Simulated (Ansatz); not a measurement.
# How Sn absorbs and reflects light, part 2 of 2

Aim: the dielectric function of Sn, and the optical constants that follow from it. The cell comes from an older database entry, whose edges can differ from later determinations, mostly by under a per cent.

Ansatz 0.2.0; DFT, PBE, plane-wave PAW, default files, scalar-relativistic, independent-particle optical response without local fields.

So far. Step 2 (Ground state and bands): There are states at the Fermi level within the smearing, so the occupations stay smeared and the carriers get a Drude term. The cell is left with a pressure of 2.4 GPa, as it stands unrelaxed at this level.

The database entry behind the starting cell differs from later determinations by our own check (about 0.15 % long, nanocrystals), so it need not match the best structure at ambient conditions.

## (3) Spectrum (continued)

The Re ε by photon energy:

```
photon energy (eV)  E ∥ x or y    E ∥ z
               0.5        -295     -225
               1.0       -45.0    -28.6
               1.5       -61.5    -45.5
               2.0       -39.2    -32.8
               2.5       -23.2    -23.2
               3.0       -12.7    -11.3
               3.5       -8.19    -15.6
               4.0       -8.77    -12.2
               4.5       -6.68    -9.58
               5.0       -6.90    -7.54
               5.5       -6.09    -6.12
               6.0       -5.01    -4.92
               6.5       -4.07    -3.93
               7.0       -3.28    -3.13
               7.5       -2.65    -2.52
               8.0       -2.13    -2.03
               8.5       -1.75    -1.67
               9.0       -1.44    -1.35
               9.5       -1.20    -1.08
              10.0       -1.00   -0.886
              10.5      -0.819   -0.688
              11.0      -0.636   -0.539
              11.5      -0.453   -0.399
              12.0      -0.305   -0.291
              12.5      -0.173   -0.177
              13.0     -0.0599  -0.0749
              13.5      0.0356   0.0210
              14.0       0.126    0.115
```

Table of reflectivity at normal incidence by photon energy; read off at these points:

```
photon energy (eV)  E ∥ x or y (%)  E ∥ z (%)
              0.50            97.4       97.5
              1.00            81.2       78.7
              1.50            87.8       82.5
              2.00            89.8       81.2
              2.40            90.3       83.1
              2.50            90.3       83.0
              3.00            85.3       69.9
              3.50            64.7       74.5
              4.00            72.8       80.0
              4.50            66.2       80.4
              5.00            70.4       80.7
              5.50            74.4       81.3
              6.00            76.4       81.9
              6.25            76.7       82.0
              6.50            77.1       81.9
              6.90            77.3       81.0
              7.00            77.2       80.7
              7.50            75.9       78.6
              8.00            74.0       76.2
              8.50            70.9       73.2
              9.00            67.6       70.2
              9.50            66.0       66.5
             10.00            64.7       64.0
             10.50            64.1       60.0
             11.00            64.5       56.2
             11.50            60.9       52.0
             12.00            56.2       49.1
             12.50            50.1       45.0
             13.00            39.3       38.8
             13.50            29.5       30.5
             14.00            19.7       21.1
```

The loss function −Im 1/ε at q → 0 by energy loss; read off at these points:

```
energy loss (eV)  E ∥ x or y    E ∥ z
            0.50      7.4e-4   8.5e-4
            1.00     0.00894  0.00977
            1.50     0.00740   0.0110
            2.00     0.00840   0.0151
            2.50      0.0108   0.0182
            3.00      0.0230   0.0444
            3.50      0.0607   0.0317
            4.00      0.0515   0.0317
            4.50      0.0731   0.0364
            5.00      0.0656   0.0419
            5.50      0.0635   0.0466
            6.00      0.0673   0.0523
            6.50      0.0758   0.0612
            7.00      0.0882   0.0771
            7.50       0.110    0.101
            8.00       0.142    0.135
            8.50       0.188    0.181
            9.00       0.248    0.243
            9.50       0.309    0.335
           10.00       0.380    0.437
           10.50       0.472    0.619
           11.00       0.608    0.852
           11.50       0.950     1.23
           12.00        1.57     1.72
           12.50        2.86     2.70
           13.00        4.87     4.28
           13.40        5.97     5.57
           13.50        5.90     5.70
           14.00        3.91     4.26
```

Values under 1 per cm are given as 1. Table of absorption coefficient by photon energy:

```
photon energy (eV)  E ∥ x or y (1/cm)  E ∥ z (1/cm)
             0.500              8.8e5         7.6e5
             1.000              8.6e5         8.1e5
             1.500              1.2e6         1.1e6
             2.000              1.3e6         1.3e6
             2.500              1.2e6         1.3e6
             3.000              1.1e6         1.1e6
             3.500              1.1e6         1.5e6
             4.000              1.3e6         1.5e6
             4.500              1.3e6         1.4e6
             5.000              1.4e6         1.4e6
             5.500              1.4e6         1.4e6
             6.000              1.4e6         1.4e6
             6.500              1.3e6         1.3e6
             7.000              1.3e6         1.3e6
             7.500              1.3e6         1.2e6
             8.000              1.2e6         1.2e6
             8.500              1.2e6         1.1e6
             9.000              1.1e6         1.1e6
             9.500              1.1e6         1.0e6
            10.000              1.0e6         9.8e5
            10.500              9.9e5         9.1e5
            11.000              9.1e5         8.6e5
            11.500              8.1e5         7.9e5
            12.000              7.1e5         7.2e5
            12.500              5.9e5         6.2e5
            13.000              4.7e5         5.1e5
            13.500              3.5e5         3.8e5
            14.000              2.6e5         2.6e5
```

From ε follow the optical constants at some laser and lamp lines:

```
wavelength (nm)  n xy   k xy  R (%) xy  1/α xy   n z    k z  R (%) z   1/α z
           1550  2.86  9.090      88.3   14 nm  3.38  6.788     79.3   18 nm
           1064  4.65  9.459      84.7  9.0 nm  4.46  7.740     80.1   11 nm
            800  2.27  7.992      87.8  8.0 nm  3.00  7.261     82.6  8.8 nm
            532  0.77  5.325      90.3  8.0 nm  1.52  5.440     83.1  7.8 nm
            450  0.53  4.211      89.5  8.5 nm  1.09  4.234     80.4  8.5 nm
            365  1.24  2.982      64.4  9.7 nm  1.83  4.055     70.1  7.2 nm
            308  0.88  3.057      72.8  8.0 nm  0.79  3.555     80.0  6.9 nm
```

A polished face would reflect 88 % of daylight and look near white (CIE x = 0.313, y = 0.332 under D65).

## (4) Results

* gap on the path: 0 eV
* main peak of the optical conductivity above 1 eV, first axis: 1.13 eV
* Drude plasma energy, first axis: 9.34 eV

In words: At this level (PBE, independent particles) Sn is a metal with a Drude plasma energy of 9.3 eV along x, 9.3 eV along y and 8.5 eV along z; it reflects 90 % at 550 nm for E ∥ x. Along x the bare Drude plasma energy is 9.3 eV; Re ε first rises through zero at 13.32 eV, higher, since interband strength adds to the carriers'. A polished face would reflect 88 % of daylight and look near white (CIE x = 0.313, y = 0.332 under D65). In the base run ε includes the program's bounded estimate of what the bands above those summed add. The carriers' damping of 0.05 eV is typed, not computed; at 0.8 eV the carriers give 16 % of Im ε along the first axis; the rest comes from the sum over bands, which at low energy also holds close bands and the noise of the mesh. Spin-orbit coupling is left out although heavy atoms are present. The Fermi-Dirac width of 0.05 eV acts as an electron temperature of 580 K in the carriers' term.

[Logs are printed without paths, hosts, clocks, repeated set-up lines and the standing remarks that a program may print on its own settings, such as how far it seeks lower states.]

[Hosts, paths, dates, database ids (printed as entryN), source tags and the programs' standing remarks are cut or masked in the printed files.]
